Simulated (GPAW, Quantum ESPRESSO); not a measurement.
A computed C K-edge spectrum of one site in a crystal of C and Hf, with its zero at a photon energy of about 278.1 eV (raw 284.8 eV, less 6.7 eV of added terms; LDA puts this hole about 3 eV below PBE, itself good to a few eV). Method: Quantum ESPRESSO XSpectra, LDA, excited-electron core hole (neutral cell) in a small cell, dipole transitions, broadening that rises with energy, without spin-orbit coupling.

Energy from the energy zero of the input (xe0, at the border of filled and empty states); intensity scaled to a mean of 1 over the first 20 eV:

```csv
E (eV),intensity
-2.00,0.04
-1.25,0.06
-0.50,0.13
0.25,0.46
1.00,0.67
1.75,0.79
2.50,1.07
3.25,1.19
4.00,1.27
4.75,1.61
5.50,1.40
6.25,1.06
7.00,1.02
7.75,1.22
8.50,1.45
9.25,1.61
10.00,1.83
10.75,1.70
11.50,1.42
12.25,1.23
13.00,1.00
13.75,0.82
14.50,0.71
15.25,0.63
16.00,0.58
16.75,0.51
17.50,0.45
18.25,0.41
19.00,0.41
19.75,0.43
20.50,0.45
21.25,0.48
22.00,0.51
22.75,0.57
23.50,0.63
24.25,0.68
25.00,0.74
25.75,0.80
26.50,0.85
27.25,0.87
28.00,0.84
28.75,0.79
29.50,0.71
30.25,0.63
31.00,0.56
31.75,0.51
```

The database entry behind the starting cell differs from later determinations by our own check (about 0.2 % long), so it need not match the best structure at ambient conditions.

Q: Which coordination does this site have?

A K edge sees empty p states; the first features are C p mixed into the empty d states of the Hf neighbours, and the broad ones above probably into the cations' higher empty bands. It is atom 2 of HfC (Fm-3m), with 6 Hf at 2.33 Å (octahedral, site symmetry m-3m). Its main maxima below 24 eV lie at 1.6 eV (0.83), 2.5 eV (1.08), 3.2 eV (1.19), 5.0 eV (1.69) and 10.2 eV (1.84). A near-edge spectrum doesn't fix the structure by itself; it is matched against candidates. The structure is a published determination, not relaxed.

[Banner, clock and machine lines of the logs are left out without a mark of their own.]

[Logs are printed without paths, hosts, clocks, repeated set-up lines and the standing remarks that a program may print on its own settings, such as how far it seeks lower states.]

[Hosts, paths, dates, database ids (printed as entryN), source tags and the programs' standing remarks are cut or masked in the printed files.]

[Lists of maxima count a maximum above −3 eV only where it reaches 4 % of the highest in the window and stands out from its surroundings by 2 % of it (1.5 % where it reaches 55 %); shoulders and weaker maxima are passed over, and of the rest the first, up to two pre-edge ones and the few strongest are named.]
